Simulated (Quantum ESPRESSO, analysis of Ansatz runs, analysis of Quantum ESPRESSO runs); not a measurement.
# Charge-transition level of the Ti on the Ga site in GaAs (QE: PBE) (Quantum ESPRESSO), part 3 of 4

How near does this set-up come to the measured charge-transition level? Subject: Ti on the Ga site in GaAs. Set-up: QE: PBE, GBRV 1.5 PBE, 32-site cell, PBE lattice, k: the single point 1/4 1/4 1/4 then 2x2x2 shifted, dielectric constants 10.9 and 12.9 (handbook). The model is a cell of 32 host atoms with 1 Ga taken out and 1 Ti put in. The level is the Fermi energy at which two charge states have equal formation energy, after a correction for the images of the charge. Other potentials or another program check that the number doesn't hang on one set of files.

Quantum ESPRESSO 7.5; QE: PBE, GBRV 1.5 PBE, 32-site cell, PBE lattice, k: the single point 1/4 1/4 1/4 then 2x2x2 shifted, dielectric constants 10.9 and 12.9 (handbook).

So far: Set-up; Relaxation, charge +1; Single point, charge +1.

## Step 4: Relaxation, charge 0

Level of this step: Quantum ESPRESSO plane-wave DFT, PBE, GBRV 1.5 PBE potentials; relaxation of all atoms of a defect supercell (Quantum ESPRESSO).

pw.in reads:

```
&CONTROL
  calculation = 'relax'
  prefix = 'pwscf'
  outdir = './tmp'
  pseudo_dir = './pseudo'
  tprnfor = .true.
  disk_io = 'low'
  nstep = 70
  forc_conv_thr = 0.00078
  etot_conv_thr = 0.0001
/
&SYSTEM
  ibrav = 0
  nat = 32
  ntyp = 3
  ecutwfc = 45
  ecutrho = 360
  nbnd = 193
  occupations = 'smearing'
  smearing = 'fd'
  degauss = 0.00073499
  nspin = 2
  starting_magnetization(1) = 0.0263
  starting_magnetization(2) = 0.0417
  starting_magnetization(3) = 0.1
  tot_magnetization = 1
  nosym = .true.
/
&ELECTRONS
  conv_thr = 3d-08
  electron_maxstep = 100
  mixing_beta = 0.3
/
&IONS
  ion_dynamics = 'bfgs'
/
ATOMIC_SPECIES
Ga    69.7230 ga_pbe_v1.4.uspp.F.UPF
Ti    47.8670 ti_pbe_v1.4.uspp.F.UPF
As    74.9216 as_pbe_v1.uspp.F.UPF
CELL_PARAMETERS angstrom
  -5.7368700154    5.7368700154   -5.7368700154
   5.7368700154    5.7368700154    5.7368700154
   5.7368700154   -5.7368700154   -5.7368700154
ATOMIC_POSITIONS crystal
Ga     0.0041802132    0.0057654958    0.0020255482
Ga     0.0009159681    0.2485708067    0.7451818572
[... 3 atom lines left out ...]
Ga     0.2453779040    0.2454562387    0.4943666025
Ti     0.2530106707    0.4982591063    0.2535713411
[... 1 atom line left out ...]
Ga     0.4944724900   -0.0015451214    0.4957368534
Ga     0.4966541499    0.2528089684    0.2498624224
Ga     0.4960799429    0.5004202554   -0.0043351183
Ga     0.5016234326    0.7461219250    0.7472452246
[... 3 atom lines left out ...]
Ga     0.7533766907    0.7495361827    0.4972828995
[... 2 atom lines left out ...]
As     0.0018361118    0.5024204497    0.2468290426
[... 2 atom lines left out ...]
As     0.2464189561    0.2440259370    0.2457132858
As     0.2537279878    0.4979369212    0.0020868561
[... 4 atom lines left out ...]
As     0.5059491083    0.7515971937    0.5027138517
[... 3 atom lines left out ...]
As     0.7455990487    0.7445272638    0.2484088000
K_POINTS crystal
1
0.25 0.25 0.25 1.0
```

Command:

```bash
$ OMP_NUM_THREADS=1 mpirun -n 4 pw.x -in pw.in > pw.out
```

What it wrote:

```text
[banner, memory and clock lines left out]
          URL

     one sub-group per band group will be used

     bravais-lattice index     =            0
     lattice parameter (alat)  =      18.7774  a.u.
     unit-cell volume          =    5096.6126 (a.u.)^3
     number of atoms/cell      =           32
     number of atomic types    =            3
     number of electrons       =       377.00 (up: 189.00, down: 188.00)
     number of Kohn-Sham states=          193
     kinetic-energy cutoff     =      45.0000  Ry
     charge density cutoff     =     360.0000  Ry
     scf convergence threshold =      3.0E-08
     mixing beta               =       0.3000
     number of iterations used =            8  plain     mixing
     energy convergence thresh.=      1.0E-04
     force convergence thresh. =      7.8E-04
     Exchange-correlation= SLA  PW   PBE  PBE
                           (   1   4   3   4   0   0   0)
     nstep                     =           70

     celldm(1)=  18.777359  celldm(2)=   0.000000  celldm(3)=   0.000000
     celldm(4)=   0.000000  celldm(5)=   0.000000  celldm(6)=   0.000000

     crystal axes: (cart. coord. in units of alat)
               a(1) = (  -0.577350   0.577350  -0.577350 )
               a(2) = (   0.577350   0.577350   0.577350 )
               a(3) = (   0.577350  -0.577350  -0.577350 )

     reciprocal axes: (cart. coord. in units 2 pi/alat)
               b(1) = (  0.000000  0.866025 -0.866025 )
               b(2) = (  0.866025  0.866025 -0.000000 )
               b(3) = (  0.866025  0.000000 -0.866025 )

     PseudoPot. # 1 for Ga read from file:
     ga_pbe_v1.4.uspp.F.UPF
     Pseudo is Ultrasoft + core correction, Zval = 19.0
     Generated by new atomic code, or converted to UPF format
     Using radial grid of  871 points,  6 beta functions with:
                l(1) =   0
                l(2) =   0
                l(3) =   1
                l(4) =   1
                l(5) =   2
                l(6) =   2
     Q(r) pseudized with  8 coefficients,  rinner =    1.250   1.250   1.250
                                                       1.250   1.250

     PseudoPot. # 2 for Ti read from file:
     ti_pbe_v1.4.uspp.F.UPF
     Pseudo is Ultrasoft + core correction, Zval = 12.0
     Generated by new atomic code, or converted to UPF format
     Using radial grid of  851 points,  6 beta functions with:
                l(1) =   0
                l(2) =   0
                l(3) =   1
                l(4) =   1
                l(5) =   2
                l(6) =   2
     Q(r) pseudized with  6 coefficients,  rinner =    1.000   1.000   1.000
                                                       1.000   1.000

     PseudoPot. # 3 for As read from file:
     as_pbe_v1.uspp.F.UPF
     Pseudo is Ultrasoft + core correction, Zval =  5.0
     Generated by new atomic code, or converted to UPF format
     Using radial grid of  875 points,  6 beta functions with:
                l(1) =   0
                l(2) =   0
                l(3) =   1
                l(4) =   1
                l(5) =   2
                l(6) =   2
     Q(r) pseudized with  8 coefficients,  rinner =    1.300   1.300   1.300
                                                       1.300   1.300

     atomic species   valence    mass     pseudopotential
     Ga               19.00    69.72300     Ga( 1.00)
     Ti               12.00    47.86700     Ti( 1.00)
     As                5.00    74.92160     As( 1.00)

     Starting magnetic structure
     atomic species   magnetization
     Ga              0.026
     Ti              0.042
     As              0.100

     No symmetry found

   Cartesian axes

     site n.     atom                  positions (alat units)
         1        Ga     tau(   1) = (   0.0020847   0.0045727  -0.0002542  )
         2        Ga     tau(   2) = (   0.5732145  -0.2861897  -0.2872474  )
         3        Ga     tau(   3) = (   0.5800226  -0.0040737  -0.0012584  )
         4        Ga     tau(   4) = (   0.5805802   0.2888588   0.2925292  )
         5        Ga     tau(   5) = (   0.2931088  -0.2905368  -0.5788327  )
         6        Ga     tau(   6) = (   0.2854679  -0.0020395  -0.2853775  )
         7        Ti     tau(   7) = (   0.2879937   0.2873463  -0.0048052  )
         8        Ga     tau(   8) = (   0.2901498   0.5796058   0.2929247  )
         9        Ga     tau(   9) = (  -0.0001621  -0.0016221  -0.5725897  )
        10        Ga     tau(  10) = (   0.0034741   0.2884446  -0.2850422  )
        11        Ga     tau(  11) = (   0.0000030   0.5778325   0.0050088  )
        12        Ga     tau(  12) = (   0.5725835   0.2889639  -0.2902610  )
        13        Ga     tau(  13) = (  -0.2838423   0.2872774  -0.5772509  )
        14        Ga     tau(  14) = (  -0.2874960   0.5745292  -0.2846787  )
        15        Ga     tau(  15) = (   0.2915712   0.2883633  -0.5814534  )
        16        Ga     tau(  16) = (   0.2848891   0.5806007  -0.2893237  )
        17        As     tau(  17) = (   0.4358405  -0.4304015  -0.4362540  )
        18        As     tau(  18) = (   0.4327987  -0.1431334  -0.1394565  )
        19        As     tau(  19) = (   0.4315193   0.1486258   0.1465057  )
        20        As     tau(  20) = (   0.4334932   0.4299960   0.4370113  )
        21        As     tau(  21) = (   0.1422121  -0.1443333  -0.4375737  )
        22        As     tau(  22) = (   0.1404810   0.1412959  -0.1432442  )
        23        As     tau(  23) = (   0.1421989   0.4327691   0.1397892  )
        24        As     tau(  24) = (   0.7260424   0.1435360  -0.1467283  )
        25        As     tau(  25) = (  -0.1425301   0.1481417  -0.4302592  )
        26        As     tau(  26) = (  -0.1485989   0.4310812  -0.1424855  )
        27        As     tau(  27) = (   0.4332402   0.1399218  -0.4306107  )
        28        As     tau(  28) = (   0.4320670   0.4358027  -0.1484170  )
        29        As     tau(  29) = (  -0.4320319   0.4312205  -0.4284142  )
        30        As     tau(  30) = (   0.1421732   0.1488792  -0.7217822  )
        31        As     tau(  31) = (   0.1454553   0.4340430  -0.4378095  )
        32        As     tau(  32) = (   0.1428001   0.7169059  -0.1440377  )

     number of k points=     1  Fermi-Dirac smearing, width (Ry)=  0.0007
                       cart. coord. in units 2pi/alat
        k(    1) = (   0.4330127   0.4330127  -0.4330127), wk =   1.0000000

     Dense  grid:   588361 G-vectors     FFT dimensions: ( 120, 120, 120)

     Smooth grid:   207819 G-vectors     FFT dimensions: (  81,  81,  81)

     Generating pointlists ...
[...]
atom   7 (R=0.103)  charge=  9.8176  magn=  0.6611
     atom   8 (R=0.100)  charge= 16.9165  magn=  0.0036
     atom   9 (R=0.100)  charge= 16.9169  magn=  0.0037
     atom  10 (R=0.100)  charge= 16.9171  magn=  0.0037
     atom  11 (R=0.100)  charge= 16.9171  magn=  0.0038
     atom  12 (R=0.100)  charge= 16.9169  magn=  0.0037
     atom  13 (R=0.100)  charge= 16.9256  magn=  0.0006
     atom  14 (R=0.100)  charge= 16.9167  magn=  0.0036
     atom  15 (R=0.100)  charge= 16.9256  magn=  0.0006
     atom  16 (R=0.100)  charge= 16.9167  magn=  0.0036
[...]
atom  25 (R=0.100)  charge=  2.5860  magn=  0.0000
     atom  26 (R=0.100)  charge=  2.5865  magn=  0.0000
     atom  27 (R=0.100)  charge=  2.5862  magn=  0.0001
     atom  28 (R=0.100)  charge=  2.6132  magn= -0.0125
     atom  29 (R=0.100)  charge=  2.5857  magn=  0.0000
     atom  30 (R=0.100)  charge=  2.5860  magn=  0.0000
     atom  31 (R=0.100)  charge=  2.5862  magn=  0.0000
     atom  32 (R=0.100)  charge=  2.5863  magn=  0.0000

     End of self-consistent calculation

 ------ SPIN UP ------------

          k = 0.4330 0.4330-0.4330 ( 25972 PWs)   bands (ev):

   -87.5107 -87.5106 -87.5102 -87.5102 -87.5101 -87.5100 -87.5099 -87.5097
   -87.5096 -87.5094 -87.5091 -87.5085 -87.5059 -87.5058 -87.5057 -87.5055
   -87.5054 -87.5052 -87.5052 -87.5051 -87.5046 -87.5044 -87.5044 -87.5040
   -87.5036 -87.5035 -87.5033 -87.5033 -87.5032 -87.5031 -87.5031 -87.5030
   -87.5028 -87.5023 -87.5022 -87.5016 -87.4778 -87.4777 -87.4761 -87.4758
   -87.4757 -87.4753 -87.4726 -87.4713 -87.4707 -50.1511 -26.4532 -26.4499
   -26.4491  -7.9871  -7.9867  -7.9865  -7.9862  -7.9842  -7.9840  -7.9839
    -7.9837  -7.9833  -7.9693  -7.9688  -7.9685  -7.9421  -7.9365  -7.9363
    -7.9360  -7.8998  -7.8996  -7.8995  -7.8993  -7.8991  -7.8983  -7.8981
    -7.8981  -7.8863  -7.8863  -7.8850  -7.8849  -7.8847  -7.8846  -7.8844
    -7.8842  -7.8815  -7.8814  -7.8813  -7.8800  -7.8720  -7.8706  -7.8704
    -7.8697  -7.8684  -7.8676  -7.8675  -7.8672  -7.8668  -7.8526  -7.8523
    -7.8522  -7.8518  -7.8516  -7.8514  -7.8508  -7.8507  -7.8502  -7.8501
    -7.8499  -7.8486  -7.8403  -7.8400  -7.8399  -7.8396  -7.8395  -7.8394
    -7.8393  -7.8388  -7.8385  -7.8383  -7.8380  -7.8376  -7.8187  -7.8170
    -7.8166  -7.8143  -7.8128  -7.8123  -4.9784  -4.9773  -4.9766  -4.7724
[...]
8.1244

 ------ SPIN DOWN ----------

          k = 0.4330 0.4330-0.4330 ( 25972 PWs)   bands (ev):

[...]
-3.7207  -3.7199  -3.7193  -3.7177  -3.7172  -3.7150  -3.7141  -3.7138
    -3.6301  -3.6279  -3.6258  -3.3835   0.6666   0.6689   0.6695   0.6712
     0.6718   0.6789   0.6796   0.6809   0.7298   0.7307   0.7334   2.0705
     2.7340   2.7348   2.7359   3.3972   3.6779   3.6784   3.7037   3.7053
     3.7060   3.7234   3.7243   3.7250   3.9409   3.9412   3.9419   4.5600
     4.8275   4.8295   4.8605   4.8685   4.8694   4.8700   4.8876   4.8889
     4.8898   5.0818   5.0837   5.0845   5.9897   5.9916   5.9924   6.1276
     6.1293   6.1609   6.1620   6.1624   8.0363   8.0440   8.1475   8.1488
     8.1491

     the spin up/dw Fermi energies are     7.3905    6.7512 ev

!    total energy              =   -6994.37734814 Ry
     estimated scf accuracy    <          1.8E-10 Ry
     smearing contrib. (-TS)   =      -0.00101875 Ry
     internal energy E=F+TS    =   -6994.37632940 Ry

     The total energy is F=E-TS. E is the sum of the following terms:
     one-electron contribution =   -6269.48260810 Ry
     hartree contribution      =    3252.34009696 Ry
     xc contribution           =   -1251.47479481 Ry
     ewald contribution        =   -2725.75902344 Ry

     total magnetization       =     1.00 Bohr mag/cell
     absolute magnetization    =     1.21 Bohr mag/cell

     convergence has been achieved in  14 iterations

     negative rho (up, down):  1.441E-04 5.109E-04

     Forces acting on atoms (cartesian axes, Ry/au):

     atom    1 type  1   force =     0.00017486   -0.00014986    0.00026538
     atom    2 type  1   force =     0.00031332   -0.00028460   -0.00014213
     atom    3 type  1   force =     0.00003704    0.00018499    0.00039069
     atom    4 type  1   force =    -0.00007190   -0.00021406   -0.00026995
     atom    5 type  1   force =    -0.00001287    0.00008501    0.00055735
     atom    6 type  1   force =     0.00049308    0.00003751   -0.00021452
     atom    7 type  2   force =     0.00009486    0.00006221    0.00021874
     atom    8 type  1   force =    -0.00035436   -0.00000627   -0.00023183
     atom    9 type  1   force =     0.00018767   -0.00030966    0.00031101
     atom   10 type  1   force =    -0.00006655    0.00002863   -0.00004707
     atom   11 type  1   force =    -0.00000701    0.00015890   -0.00010024
     atom   12 type  1   force =     0.00009428    0.00016433   -0.00020244
     atom   13 type  1   force =    -0.00022324    0.00026375   -0.00010122
     atom   14 type  1   force =    -0.00001941    0.00014184   -0.00009040
     atom   15 type  1   force =     0.00014024    0.00002891   -0.00030654
     atom   16 type  1   force =    -0.00035605   -0.00028155    0.00033046
[...]
atom   25 type  3   force =    -0.00035676    0.00026500   -0.00010758
     atom   26 type  3   force =    -0.00056261   -0.00032263   -0.00016487
     atom   27 type  3   force =    -0.00000185   -0.00008726    0.00002134
     atom   28 type  3   force =     0.00009370    0.00013775   -0.00012690
     atom   29 type  3   force =     0.00014929   -0.00000810    0.00017114
     atom   30 type  3   force =    -0.00002003    0.00013780   -0.00000862
     atom   31 type  3   force =    -0.00014147    0.00009212   -0.00014343
     atom   32 type  3   force =     0.00014905   -0.00006656   -0.00023553

     Total force =     0.002238     Total SCF correction =     0.000076
     Energy error            =      2.4E-05 Ry
     Gradient error          =      6.6E-04 Ry/Bohr

     bfgs converged in  15 scf cycles and  14 bfgs steps
     (criteria: energy <  1.0E-04 Ry, force <  7.8E-04 Ry/Bohr)

     End of BFGS Geometry Optimization

     Final energy             =   -6994.3773481443 Ry

     File ./tmp/pwscf.bfgs deleted, as requested
Begin final coordinates

ATOMIC_POSITIONS (crystal)
Ga              -0.0008135349       -0.0017523695       -0.0009283686
Ga              -0.0007449403        0.2497519474        0.7474642770
Ga              -0.0020726908        0.4996928559        0.4998613107
Ga              -0.0022346689        0.7505334773        0.2495174216
Ga               0.2502400275        0.0000707409        0.7504005304
Ga               0.2493429879        0.2477278662        0.4996144440
Ti               0.2495931100        0.5000392669        0.2498102484
Ga               0.2491549132        0.7504767605       -0.0019100815
Ga               0.5011906627        0.0019480013        0.5013596109
Ga               0.4999568730        0.2488396276        0.2498292874
Ga               0.4995924338        0.5001604593       -0.0020811702
Ga               0.5010020243        0.7512860531        0.7513030496
Ga               0.7489267441       -0.0000498008        0.2495007610
Ga               0.7475904408        0.2495454830       -0.0007351929
Ga               0.7492747352        0.4998795473        0.7494044208
Ga               0.7520739178        0.7521162036        0.5015490557
[...]
As               0.4998243874       -0.0005094621        0.2497058243
As               0.4984253886        0.2498736033       -0.0007024600
As               0.4999411632        0.4996494361        0.7485966501
As               0.5017010996        0.7519369124        0.5015210977
As               0.7501030633        0.0005302992        0.0009635189
As               0.7502970892        0.2514627562        0.7503596335
As               0.7489738887        0.5002687790        0.5004620037
As               0.7485842720        0.7508155736        0.2494748546
End final coordinates
```

It took 1.8 h on 4 MPI ranks of Arm Neoverse V1, shared host; peak memory 3 GiB.

The steps of the relaxation:

```tsv
step	energy less that of the first step (eV)
0	0.0000
1	-0.1808
2	-0.3011
3	-0.3474
4	-0.3509
5	-0.3551
6	-0.3600
7	-0.3637
8	-0.3650
9	-0.3665
10	-0.3681
11	-0.3688
12	-0.3694
13	-0.3699
14	-0.3703
```

The atoms that moved most (Å):

```tsv
atom	dx	dy	dz	length
As23	0.013	0.011	0.062	0.064
Ga1	-0.031	-0.055	0.002	0.063
As19	0.027	-0.053	-0.004	0.059
As24	-0.045	0.014	0.035	0.059
Ga10	-0.042	-0.004	-0.042	0.059
Ga9	0.014	0.026	-0.051	0.059
Ga12	0.056	0.003	0.010	0.057
Ga15	-0.029	0.002	0.048	0.056
```

The relaxed structure:

```
CELL_PARAMETERS angstrom
-5.73687 5.73687 -5.73687
5.73687 5.73687 5.73687
5.73687 -5.73687 -5.73687
ATOMIC_POSITIONS crystal
Ga 0.99919 0.99825 0.99907
Ga 0.99926 0.24975 0.74746
Ga 0.99793 0.49969 0.49986
Ga 0.99777 0.75053 0.24952
Ga 0.25024 0.00007 0.75040
Ga 0.24934 0.24773 0.49961
Ti 0.24959 0.50004 0.24981
Ga 0.24915 0.75048 0.99809
Ga 0.50119 0.00195 0.50136
Ga 0.49996 0.24884 0.24983
Ga 0.49959 0.50016 0.99792
Ga 0.50100 0.75129 0.75130
Ga 0.74893 0.99995 0.24950
Ga 0.74759 0.24955 0.99926
Ga 0.74927 0.49988 0.74940
Ga 0.75207 0.75212 0.50155
As 0.00160 0.00113 0.75048
As 0.99874 0.24896 0.49789
As 0.99763 0.50014 0.24954
As 0.99844 0.74874 0.99877
As 0.24944 0.99891 0.50070
As 0.24941 0.24804 0.24958
As 0.24933 0.50001 0.99783
As 0.24952 0.75037 0.74881
As 0.49982 0.99949 0.24971
As 0.49843 0.24987 0.99930
As 0.49994 0.49965 0.74860
As 0.50170 0.75194 0.50152
As 0.75010 0.00053 0.00096
As 0.75030 0.25146 0.75036
As 0.74897 0.50027 0.50046
As 0.74858 0.75082 0.24947
```

Neighbours of Ti7 at the end:

```tsv
atom	distance (Å)
As22	2.503
As23	2.503
As28	2.503
As19	2.503
Ga12	4.069
Ga10	4.069
Ga3	4.071
Ga1	4.071
Ga11	4.072
Ga9	4.072
Ga14	4.073
Ga6	4.074
Ga8	4.074
Ga4	4.075
Ga2	4.076
Ga16	4.077
```

This step gave:

```
total moment                          : 1.000 μB
integral of the absolute spin density : 1.212 μB
```

From the first step to the last the energy fell by 0.370 eV, and the largest move was 0.06 Å (As23 and 1 other atom alike). Judged within 0.08 Å, the space group went from P1 to I-43m.

[end of part 3 of 4]

[Logs are printed without paths, hosts, clocks, repeated set-up lines and the standing remarks that a program may print on its own settings, such as how far it seeks lower states.]

[Hosts, paths, dates, database ids (printed as entryN), source tags and the programs' standing remarks are cut or masked in the printed files.]

[For some hosts the program warned that the k-mesh of the response run may be too coarse for force constants and the static dielectric constant; such warnings are not shown here.]
